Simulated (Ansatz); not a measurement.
**SbP (model cell, started as rocksalt type): from the cell to its phonons**

Task: relax SbP (model cell, started as rocksalt type), then find its harmonic phonons.

Calculated with Ansatz 0.2.0; DFT PBEsol, scalar-relativistic, plane waves, norm-conserving pseudopotentials.

The structure was built from a prototype and need not be the compound's stable phase.

## Step 1: Starting point

The structure is cubic, space group Fm-3m (No. 225). The conventional cell has a = 5.500 Å, b = 5.500 Å, c = 5.500 Å, α = 90.00°, β = 90.00°, γ = 90.00°. Sb has 6 P at 2.75 Å nearest. Nearest to P lie 6 Sb at 2.75 Å. Farther neighbours are not listed.

## Step 2: Relaxation

Harmonic phonons are second derivatives at a point where the forces vanish, and they are wanted at zero stress, so atoms and cell are relaxed first.

Contents of input.yaml:

```yaml
crystal:
  lattice:
    - [0.0, 2.75, 2.75]
    - [2.75, 0.0, 2.75]
    - [2.75, 2.75, 0.0]
  atoms:
    - { symbol: Sb, position: [0.0, 0.0, 0.0] }
    - { symbol: P, position: [0.5, 0.5, 0.5] }
kpoints:
  mp_grid: { grid: [12, 12, 12] }
hamiltonian:
  xc: pbesol
  pseudopotentials: { kind: nc }
scf:
  occupations: { method: gaussian, width: 0.1 }
output:
  forces: true
  stress: true
  eigenvalues: true
relax:
  adjacent_minimum: "off"
  f_tol: 0.005
  max_steps: 80
  cell: { stress_tol: 0.05 }
```

Command:

```
$ ansatz run input.yaml --threads 4 --pin off --max-ram 7168MiB --backend cpu --events-out ev --progress --plain --runs-dir out
```

Numbers of over 12 decimals in the logs are rounded to 6 here.

Output:

```text
Engine: ansatz 0.2.0, aarch64-unknown-linux-gnu
Pseudopotentials: kind: nc
Pseudopotential: Sb, nc, valence charge 15, recommended cutoff 1088.45545 eV (normal), Sb.nc.azcp (PseudoDojo's, or run here from an input of PseudoDojo's: the run reads no file of this project's for it)
Pseudopotential: P, nc, valence charge 5, recommended cutoff 598.650497 eV (normal), P.nc.azcp (PseudoDojo's, or run here from an input of PseudoDojo's: the run reads no file of this project's for it)
Functional definition: PBEsol
  exchange = pbesol_x
  correlation = pbesol_c
Crystal: 2 atoms, lattice volume = 41.594 Å³
Basis set: ecut = 1088.45545 eV, 3383 PW (Γ), exchange–correlation on 90×90×90 points (8 copies of the dense FFT grid, shifted against one another)
Bands: 14, of which v1, the nominal top of the filled ones, is band 10 counted from 1 (9 counted from 0)
Symmetry: 48 space group operations
Space group: Fm-3m (ITA 225), of the structure as read, at distance tolerance 3.5e-5 Å
k-points: 72 of 1728
Non-local potential: Sb, projectors of the file, l = 0: 2, l = 1: 2, l = 2: 2, l = 3: 2
Non-local potential: P, projectors of the file, l = 0: 2, l = 1: 2, l = 2: 2
Initial density: superposition of atomic densities (chi_scale 0.1, normalization cell, long waves kept (reshape's long-wave potential 0.00 eV rms))
Initial wavefunctions: pseudopotential atomic-orbital guess
Functional: x = pbesol(κ = 0.804, μ = 0.123457), c = pbesol(β = 0.046)
SCF iter   1: F=—  HF=-2658.052845 eV  |F-HF|=—  |Δ(HF+E_count)|=         —  Δρ=2.62e-2  dr2=4.47e-1  ethr=3.10e-3  ⟨swp⟩=6.1  Hψ=6241  notcnv=0
preconditioner: auto → Kerker (q_TF=auto, 2.415 Å⁻¹)  [metal: Δε(μ)=0.010 eV  Ē_g=9.893 eV  σ=0.100 eV  W_gap=0.06  n_scr=14 (ndim 8)  ℏωp=18.2 eV  f_vac=0.000  D(μ)=0.82/eV (n_scr^D=0)]
SCF iter   2: F=—  HF=-2657.965472 eV  |F-HF|=—  |Δ(HF+E_count)|=   8.74e-2  Δρ=1.48e-2  dr2=1.23e-1  ethr=2.23e-3  ⟨swp⟩=1.1  Hψ=1592  notcnv=0
SCF iter   3: F=—  HF=-2657.938220 eV  |F-HF|=—  |Δ(HF+E_count)|=   2.73e-2  Δρ=2.75e-3  dr2=2.54e-3  ethr=6.14e-4  ⟨swp⟩=2.2  Hψ=1455  notcnv=0
SCF iter   4: F=—  HF=-2657.938867 eV  |F-HF|=—  |Δ(HF+E_count)|=   6.47e-4  Δρ=4.62e-4  dr2=1.18e-4  ethr=1.27e-5  ⟨swp⟩=2.0  Hψ=1312  notcnv=0
SCF iter   5: F=—  HF=-2657.938877 eV  |F-HF|=—  |Δ(HF+E_count)|=   9.90e-6  Δρ=1.35e-4  dr2=5.31e-6  ethr=5.88e-7  ⟨swp⟩=2.1  Hψ=1439  notcnv=0
SCF iter   6: F=—  HF=-2657.938909 eV  |F-HF|=—  |Δ(HF+E_count)|=   3.16e-5  Δρ=2.36e-5  dr2=1.97e-7  ethr=2.65e-8  ⟨swp⟩=2.5  Hψ=1467  notcnv=0
SCF iter   7: F=-2657.938909 eV  HF=-2657.938909 eV  |F-HF|=2.64e-10  |Δ(HF+E_count)|=   2.60e-8  Δρ=2.63e-6  dr2=1.59e-9  ethr=5.00e-10  ⟨swp⟩=6.4  Hψ=4949  notcnv=0
SCF 1 converged in 7 iterations: F = -2657.938909 eV  dr2 = 1.59e-9
relax step   1: F+E_penalty+E_count = -2657.93890867 eV  Δ(F+E_penalty+E_count) = +0.000e0 eV  max|allowed force component| = 3.418e-30 eV/Å  Δτ_max = 0.0000 Å  P = +2.781 GPa  Ω = 41.594 Å³  (7 SCF iters, dr2 threshold 1.00e-7 eV, accepted)
Crystal: 2 atoms, lattice volume = 44.056 Å³
Basis set: ecut = 1088.45545 eV, 3647 PW (Γ), exchange–correlation on 90×90×90 points (8 copies of the dense FFT grid, shifted against one another)
Initial density: handed on by an earlier stage of this run
Initial wavefunctions: those handed on with the density
iter 1 solved again at ethr=1.53e-5 eV; its pass at ethr=3.10e-3 eV (dr2=3.06e-3 eV) is discarded
SCF iter   1: F=—  HF=-2657.940220 eV  |F-HF|=—  |Δ(HF+E_count)|=         —  Δρ=2.15e-3  dr2=2.92e-3  ethr=1.53e-5  ⟨swp⟩=2.2  Hψ=7978  notcnv=0
preconditioner: auto → Kerker (q_TF=auto, 2.392 Å⁻¹)  [metal: Δε(μ)=0.030 eV  Ē_g=9.514 eV  σ=0.100 eV  W_gap=0.17  n_scr=14 (ndim 8)  ℏωp=17.7 eV  f_vac=0.000  D(μ)=0.97/eV (n_scr^D=8)]
SCF iter   2: F=—  HF=-2657.939849 eV  |F-HF|=—  |Δ(HF+E_count)|=   3.71e-4  Δρ=1.36e-3  dr2=1.09e-3  ethr=1.46e-5  ⟨swp⟩=1.0  Hψ=1008  notcnv=0
SCF iter   3: F=—  HF=-2657.939730 eV  |F-HF|=—  |Δ(HF+E_count)|=   1.19e-4  Δρ=3.18e-4  dr2=6.68e-5  ethr=5.46e-6  ⟨swp⟩=1.0  Hψ=1015  notcnv=0
SCF iter   4: F=—  HF=-2657.939752 eV  |F-HF|=—  |Δ(HF+E_count)|=   2.17e-5  Δρ=6.89e-5  dr2=1.82e-6  ethr=3.34e-7  ⟨swp⟩=2.0  Hψ=1287  notcnv=0
SCF iter   5: F=-2657.939753 eV  HF=-2657.939753 eV  |F-HF|=2.91e-11  |Δ(HF+E_count)|=   6.05e-7  Δρ=9.04e-6  dr2=2.10e-8  ethr=1.00e-9  ⟨swp⟩=7.2  Hψ=5499  notcnv=0
SCF 2 converged in 5 iterations: F = -2657.939753 eV  dr2 = 2.10e-8
relax step   2: F+E_penalty+E_count = -2657.93975260 eV  Δ(F+E_penalty+E_count) = -8.439e-4 eV  max|allowed force component| = 1.187e-30 eV/Å  Δτ_max = 0.0000 Å  P = -2.291 GPa  Ω = 44.056 Å³  energy of the carried Pulay correction = -1.206e-3 eV  (5 SCF iters, dr2 threshold 2.00e-7 eV, accepted)
Crystal: 2 atoms, lattice volume = 42.908 Å³
Basis set: ecut = 1088.45545 eV, 3479 PW (Γ), exchange–correlation on 90×90×90 points (8 copies of the dense FFT grid, shifted against one another)
iter 1 solved again at ethr=2.99e-6 eV; its pass at ethr=3.10e-3 eV (dr2=5.99e-4 eV) is discarded
SCF iter   1: F=—  HF=-2657.949103 eV  |F-HF|=—  |Δ(HF+E_count)|=         —  Δρ=9.59e-4  dr2=5.42e-4  ethr=2.99e-6  ⟨swp⟩=2.0  Hψ=7861  notcnv=0
preconditioner: auto → Kerker (q_TF=auto, 2.402 Å⁻¹)  [metal: Δε(μ)=0.037 eV  Ē_g=9.671 eV  σ=0.100 eV  W_gap=0.20  n_scr=14 (ndim 8)  ℏωp=17.9 eV  f_vac=0.000  D(μ)=0.94/eV (n_scr^D=8)]
SCF iter   2: F=—  HF=-2657.949047 eV  |F-HF|=—  |Δ(HF+E_count)|=   5.54e-5  Δρ=6.08e-4  dr2=2.09e-4  ethr=2.71e-6  ⟨swp⟩=1.0  Hψ=1008  notcnv=0
SCF iter   3: F=—  HF=-2657.949016 eV  |F-HF|=—  |Δ(HF+E_count)|=   3.18e-5  Δρ=1.31e-4  dr2=1.08e-5  ethr=1.04e-6  ⟨swp⟩=1.0  Hψ=1009  notcnv=0
SCF iter   4: F=—  HF=-2657.949017 eV  |F-HF|=—  |Δ(HF+E_count)|=   1.29e-6  Δρ=2.94e-5  dr2=3.13e-7  ethr=5.42e-8  ⟨swp⟩=2.1  Hψ=1289  notcnv=0
SCF iter   5: F=-2657.949017 eV  HF=-2657.949017 eV  |F-HF|=3.67e-10  |Δ(HF+E_count)|=   1.01e-7  Δρ=3.55e-6  dr2=3.03e-9  ethr=1.00e-9  ⟨swp⟩=6.1  Hψ=4955  notcnv=0
SCF 3 converged in 5 iterations: F = -2657.949017 eV  dr2 = 3.03e-9
relax step   3: F+E_penalty+E_count = -2657.94901696 eV  Δ(F+E_penalty+E_count) = -9.264e-3 eV  max|allowed force component| = 9.335e-30 eV/Å  Δτ_max = 0.0000 Å  P = -0.095 GPa  Ω = 42.908 Å³  energy of the carried Pulay correction = -6.526e-4 eV  (5 SCF iters, dr2 threshold 2.00e-7 eV, accepted)
[...]
relax step   4: F+E_penalty+E_count = -2657.94905448 eV  Δ(F+E_penalty+E_count) = -3.752e-5 eV  max|allowed force component| = 2.412e-30 eV/Å  Δτ_max = 0.0000 Å  P = +0.004 GPa  Ω = 42.860 Å³  energy of the carried Pulay correction = -6.289e-4 eV  (4 SCF iters, dr2 threshold 2.27e-8 eV, accepted)
[...]
relax step   5: F+E_penalty+E_count = -2657.94992604 eV  Δ(F+E_penalty+E_count) = -8.716e-4 eV  max|allowed force component| = 6.903e-31 eV/Å  Δτ_max = 0.0000 Å  P = +0.069 GPa  Ω = 42.860 Å³  stress off target by 6.91e-2 GPa  SCF on the basis re-selected at this cell (its energy is not comparable with the rows above)  (4 SCF iters)
[...]
relax step   6: F+E_penalty+E_count = -2657.94991695 eV  Δ(F+E_penalty+E_count) = +9.089e-6 eV  max|allowed force component| = 1.420e-29 eV/Å  Δτ_max = 0.0000 Å  P = +0.002 GPa  Ω = 42.894 Å³  energy of the carried Pulay correction = -1.653e-5 eV  (3 SCF iters, dr2 threshold 1.19e-8 eV, accepted)
iter 1 solved again at ethr=4.77e-8 eV; its pass at ethr=3.10e-3 eV (dr2=9.55e-6 eV) is discarded
SCF iter   1: F=—  HF=-2657.949920 eV  |F-HF|=—  |Δ(HF+E_count)|=         —  Δρ=5.40e-6  dr2=1.08e-8  ethr=4.77e-8  ⟨swp⟩=3.9  Hψ=9645  notcnv=0
SCF iter   2: F=—  HF=-2657.949937 eV  |F-HF|=—  |Δ(HF+E_count)|=   1.68e-5  Δρ=3.28e-6  dr2=5.18e-9  ethr=5.39e-11  ⟨swp⟩=2.7  Hψ=1660  notcnv=0
SCF iter   3: F=—  HF=-2657.949937 eV  |F-HF|=—  |Δ(HF+E_count)|=  6.13e-10  Δρ=6.88e-7  dr2=1.60e-10  ethr=2.59e-11  ⟨swp⟩=2.5  Hψ=1404  notcnv=0
SCF iter   4: F=-2657.949937 eV  HF=-2657.949937 eV  |F-HF|=1.36e-12  |Δ(HF+E_count)|=  3.96e-11  Δρ=1.39e-7  dr2=3.26e-12  ethr=1.00e-12  ⟨swp⟩=8.1  Hψ=5671  notcnv=0
SCF 7 converged in 4 iterations: F = -2657.949937 eV  dr2 = 3.26e-12
relax step   7: F+E_penalty+E_count = -2657.94993698 eV  Δ(F+E_penalty+E_count) = -2.003e-5 eV  max|allowed force component| = 9.861e-30 eV/Å  Δτ_max = 0.0000 Å  P = +0.002 GPa  Ω = 42.894 Å³  stress off target by 2.19e-3 GPa  SCF on the basis re-selected at this cell (its energy is not comparable with the rows above)  (4 SCF iters)
basis re-selected at this cell: Δ(F+E_penalty+E_count) = -2.003e-5 eV, ΔP = +0.000 GPa vs the last step (what re-selecting the basis moved, of the pressure what is left beyond the Pulay correction that the steps carried, after the strain that the cell walked since its last selection, with what the two solves' SCF thresholds leave and, on support functions, any second-order correction that the steps lacked; it is no m [...]
SCF converged after 4 iterations
Free energy (F): -2657.949937 eV
Harris-Foulkes:  -2657.949937 eV  (|F-HF|=1.36e-12)
Internal energy: -2657.945230 eV  (E = F + TS)
E sigma→0 (E₀):  -2657.947583 eV
Entropy (-TS):   -0.004707 eV (-2.354 meV/atom)
Fermi energy:    11.093655 eV
--- Per-component energies (eV) ---
  E_band       = -130.408280
  E_kinetic    = 1519.761300
  E_local      = -1141.586233  (includes V_loc(G=0)·N_el)
  E_nonlocal   = -1273.526716
  E_hartree    = 601.588621
  E_xc         = -667.239301
  E_vxc        = -438.233825  (∫ρ·V_xc dr)
  E_ewald      = -1696.942900
  E_smearing   = -0.004707  (= −TS)
  E_closure    = 0.000000  (closes the sum)
  Σ components = -2657.949937   (vs F -2657.949937, Δ=0.00e0)
--- Forces (eV/Å), atoms counted from 1 ---
  atom   1  Sb     0.00000000    -0.00000000    -0.00000000
  atom   2  P     -0.00000000     0.00000000    -0.00000000
  max |Σ_I F_I| component: 1.45e-29 eV/Å
--- Stress (GPa, compression-positive) ---
        0.002189      -0.000000      -0.000000
       -0.000000       0.002189      -0.000000
       -0.000000      -0.000000       0.002189
  P = ⅓ Tr σ = 0.0022 GPa (0.022 kbar)
--- Band table (eV; the first three rows and the last of 72) ---
  k-point 0: bands = [... 6 lower, 7.3827, 9.0468, 9.0468, 9.0468, 15.2368, 15.2368, 15.2368, 16.0258]
  k-point 1: bands = [... 6 lower, 6.6585, 9.0547, 9.0547, 9.5725, 14.6602, 14.6602, 14.8028, 16.1137]
  k-point 2: bands = [... 6 lower, 5.3767, 9.0899, 9.0899, 10.2598, 13.6293, 13.6293, 14.0531, 16.3193]
  k-point 71: bands = [... 6 lower, 1.6725, 5.1547, 5.1547, 10.9668, 11.7869, 16.1793, 16.1793, 18.5942]
--- Relaxed structure (5 steps of the walk, 5 accepted, 2 SCFs on fresh bases) ---
  F+E_penalty+E_count = -2657.94993698 eV   max|allowed force component| = 9.861e-30 eV/Å   (the final SCF, on the basis selected at the relaxed cell)
  cell:  # Å, volume = 42.8938 Å³
    - [0, 2.778358, 2.778358]
    - [2.778358, 0, 2.778358]
    - [2.778358, 2.778358, 0]
  atoms:
    - { symbol: Sb, position: [0, 0, 0] }
    - { symbol: P, position: [0.500000, 0.500000, 0.500000] }
```

It took 13 s on 4 threads of Arm Neoverse V2, shared host; peak memory 0.5 GiB.

Step by step:

```
step  energy less that of the first step (eV)  largest force component (eV/Å)  pressure (GPa)  volume (Å³)
   1                                   0.0000                          0.0000            2.78        41.59
   2                                  -0.0008                          0.0000           -2.29        44.06
   3                                  -0.0101                          0.0000           -0.10        42.91
   4                                  -0.0101                          0.0000            0.00        42.86
  5*                                  -0.0110                          0.0000            0.07        42.86
   6                                  -0.0110                          0.0000            0.00        42.89
  7*                                  -0.0110                          0.0000            0.00        42.89
```

Relaxation steps marked * repeat the geometry before them on a plane-wave basis chosen anew for their cell, so energy and pressure can jump there.

The run keeps the 48 symmetry operations that it works with, so distortions that break them were not tested.

```csv
"conventional cell, symmetrised",before,after,change
a (Å),5.500,5.557,+1.0 %
b (Å),5.500,5.557,+1.0 %
c (Å),5.500,5.557,+1.0 %
volume (Å³/atom),20.80,21.45,+3.1 %
```

Final coordinates:

```cif
data_structure
_symmetry_space_group_name_H-M 'P 1'
_symmetry_Int_Tables_number 1
_cell_length_a 3.9292
_cell_length_b 3.9292
_cell_length_c 3.9292
_cell_angle_alpha 60.000
_cell_angle_beta 60.000
_cell_angle_gamma 60.000
_cell_volume 42.89
loop_
_atom_site_label
_atom_site_type_symbol
_atom_site_fract_x
_atom_site_fract_y
_atom_site_fract_z
_atom_site_occupancy
Sb1 Sb 0.00000 0.00000 0.00000 1
P2 P 0.50000 0.50000 0.50000 1
```

This step gave:

* pressure: 0.002189 GPa
* volume per atom: 21.45 Å³
* gap on the k-mesh: 0 eV

In this step the volume went from 20.80 to 21.45 Å³/atom.

## Step 3: Relaxing to small forces for the phonons

Phonons need a cell at rest on their own settings, so the relaxation is repeated with tight tolerances on forces and stress, using the mesh and the filling of the phonon run that follows.

input.yaml, the sections that differ from step 2:

```yaml
crystal:
  lattice:
    - [0.0, 2.7783583927, 2.7783583927]
    - [2.7783583927, 0.0, 2.7783583927]
    - [2.7783583927, 2.7783583927, 0.0]
  atoms:
    - { symbol: Sb, position: [0.0, 0.0, 0.0] }
    - { symbol: P, position: [0.5, 0.5, 0.5] }
scf:
  occupations: { method: methfessel_paxton, width: 0.15 }
relax:
  adjacent_minimum: "off"
  f_tol: 0.001
  max_steps: 60
  cell: { stress_tol: 0.01 }
# kpoints, hamiltonian, output: as in step 2
```

Output:

```text
[...]
Crystal: 2 atoms, lattice volume = 42.894 Å³
Basis set: ecut = 1088.45545 eV, 3479 PW (Γ), exchange–correlation on 90×90×90 points (8 copies of the dense FFT grid, shifted against one another)
Bands: 14, of which v1, the nominal top of the filled ones, is band 10 counted from 1 (9 counted from 0)
Symmetry: 48 space group operations
[...]
k-points: 72 of 1728
[...]
k-point 71: bands = [... 6 lower, 1.6701, 5.1535, 5.1535, 10.9649, 11.7841, 16.1772, 16.1772, 18.5907]
--- Relaxed structure (3 steps of the walk, 2 accepted, 1 SCFs on fresh bases) ---
[...]
cell:  # Å, volume = 42.9002 Å³
    - [0, 2.778495, 2.778495]
    - [2.778495, 0, 2.778495]
    - [2.778495, 2.778495, 0.0]
  atoms:
    - { symbol: Sb, position: [0, 0, 0] }
    - { symbol: P, position: [0.5, 0.5, 0.5] }
[key lines of the parts left out:]
SCF converged after 4 iterations
Free energy (F): -2657.948040 eV
Fermi energy:    11.087877 eV
P = ⅓ Tr σ = 0.0002 GPa (0.002 kbar)
```

Elapsed: 8 s, on 4 threads; peak memory 0.5 GiB.

Little changed from the start: no atom moved by 0.005 Å and no cell edge by 0.1 %.

Numbers from this step:

```yaml
pressure: 2.09e-4 GPa
```

The forces vanish by symmetry and the pressure is 0.000 GPa, within the tolerances set. The cell now holds 21.45 Å³/atom.

## Step 4: Zone-centre response

The zone centre comes first: it holds the modes that light can see, as far as symmetry allows. No field response is asked, since the mesh shows no gap.

input.yaml, the sections that differ from step 3:

```yaml
crystal:
  lattice:
    - [0.0, 2.7784949752, 2.7784949752]
    - [2.7784949752, 0.0, 2.7784949752]
    - [2.7784949752, 2.7784949752, 0.0]
  atoms:
    - { symbol: Sb, position: [0.0, 0.0, 0.0] }
    - { symbol: P, position: [0.5, 0.5, 0.5] }
output:
  eigenvalues: true
phonons:
  method: dfpt
# kpoints, hamiltonian, scf: as in step 3
# relax: removed
```

Output:

```text
[...]
Crystal: 2 atoms, lattice volume = 42.900 Å³
Basis set: ecut = 1088.45545 eV, 3479 PW (Γ), exchange–correlation on 90×90×90 points (8 copies of the dense FFT grid, shifted against one another)
Bands: 14, of which v1, the nominal top of the filled ones, is band 10 counted from 1 (9 counted from 0)
Symmetry: 48 space group operations
k-points: 163 of 1728 (irreducible under 8 space group operations, time reversal used)
[...]
SCF iter   1: F=—  HF=-2658.062744 eV  |F-HF|=—  |Δ(HF+E_count)|=         —  Δρ=2.55e-2  dr2=4.55e-1  ethr=3.10e-3  ⟨swp⟩=6.3  Hψ=13988  notcnv=0
[...]
SCF iter   9: F=-2657.948040 eV  HF=-2657.948040 eV  |F-HF|=9.09e-13  |Δ(HF+E_count)|=  2.82e-11  S|Δr|=    0.00e0  Δρ=7.50e-8  dr2=1.57e-12  ethr=1.00e-12  ⟨swp⟩=6.8  Hψ=11639  notcnv=0
SCF 1 converged in 9 iterations: F = -2657.948040 eV  dr2 = 1.57e-12
DFPT response loops at Γ: preconditioner auto → Kerker (q_TF=auto, 2.402 Å⁻¹) (partly filled bands, converged f_vac=0.000); β = 1.00, the filter's whole step (`scf.mixing.beta` (0.50) is not read by the response loops under this deck's `scf.mixing.preconditioner`; to damp them name `kerker` or `kerker_dos`, under which they read `scf.mixing.beta`, and type it under 1.00, their step now; both keys bind the ground state too); Broyden in place of MSR1
SCF converged after 9 iterations
[...]
Free energy (F): -2657.948040 eV
[...]
Internal energy: -2657.946649 eV  (E = F + TS)
E sigma→0 (E₀):  -2657.947693 eV
Entropy (-TS):   -0.001391 eV (-0.695 meV/atom)
Fermi energy:    11.087877 eV
[...]
--- Band table (eV; the first three rows and the last of 163) ---
  k-point 0: bands = [... 6 lower, 7.3795, 9.0451, 9.0451, 9.0451, 15.2338, 15.2338, 15.2338, 16.0238]
  k-point 1: bands = [... 6 lower, 6.6559, 9.0530, 9.0530, 9.5704, 14.6574, 14.6574, 14.8000, 16.1115]
  k-point 2: bands = [... 6 lower, 5.3744, 9.0882, 9.0882, 10.2574, 13.6267, 13.6267, 14.0505, 16.3169]
  k-point 162: bands = [... 6 lower, 1.6701, 5.1535, 5.1535, 10.9649, 11.7841, 16.1772, 16.1772, 18.5907]
--- Phonons (Γ-DFPT): 2 representative perturbations + reference, on 163 of 1728 k-points (Σ response iterations 6) ---
  k mesh reduced under 8 symmetry operations, with k and −k counted as one. Each operation leaves every solved perturbation unchanged. A smaller set is not used because it would not reduce the number of displacements times k-points to solve
  ASR residual: 1.272e-4 → 0.000e0 eV/Å²; symmetrization residual: 5.325e-6 eV/Å²
  ASR residual per site (eV/Å²): 1.27e-4 5.06e-5
  Γ frequencies (cm⁻¹): -171.90 -171.90 -171.90 0.00 0.00 0.00
  non-analytic LO–TO correction: not included (Born effective charges unavailable; polar crystals: no LO–TO splitting at Γ)
```

The job ended after 20 s (4 threads; peak memory 1.6 GiB).

The column dr2 measures how far the density is from self-consistency, as an energy; F and HF (Harris–Foulkes) agree once it is small.

This step gave:

- sum-rule residual before enforcement: 1.27e-4 eV/Å²
- point group: m-3m
- highest optical mode at the zone centre (no LO-TO term): -171.9 cm⁻¹
- lowest optical zone-centre mode: -171.9 cm⁻¹

Patterns of degenerate modes are one choice out of their space. The modes at Γ (shares of kinetic energy by element, %) (negative means imaginary):

```
mode  frequency (cm⁻¹)  symmetry  Sb %  P %
   1            -171.9       T1u    20   80
   2            -171.9       T1u    20   80
   3            -171.9       T1u    20   80
   4               0.0  acoustic    80   20
   5               0.0  acoustic    80   20
   6               0.0  acoustic    80   20
```

Displacements in mode 3 (-171.9 cm⁻¹), the largest set to 1:
```
Sb1  0.00  0.00 -0.25
P2   0.00  0.00  1.00
```

Before it was imposed, the acoustic sum rule was missed by 1.3e-4 eV/Å². Small misses are needed for a sound result but don't prove that mesh and cutoff are converged. The lowest optical mode is imaginary, 171.9i cm⁻¹, so the energy falls along it.

(Continued in part 2 of 2.)

[Logs are printed without paths, hosts, clocks, repeated set-up lines and the standing remarks that a program may print on its own settings, such as how far it seeks lower states.]

[Hosts, paths, dates, database ids (printed as entryN), source tags and the programs' standing remarks are cut or masked in the printed files.]
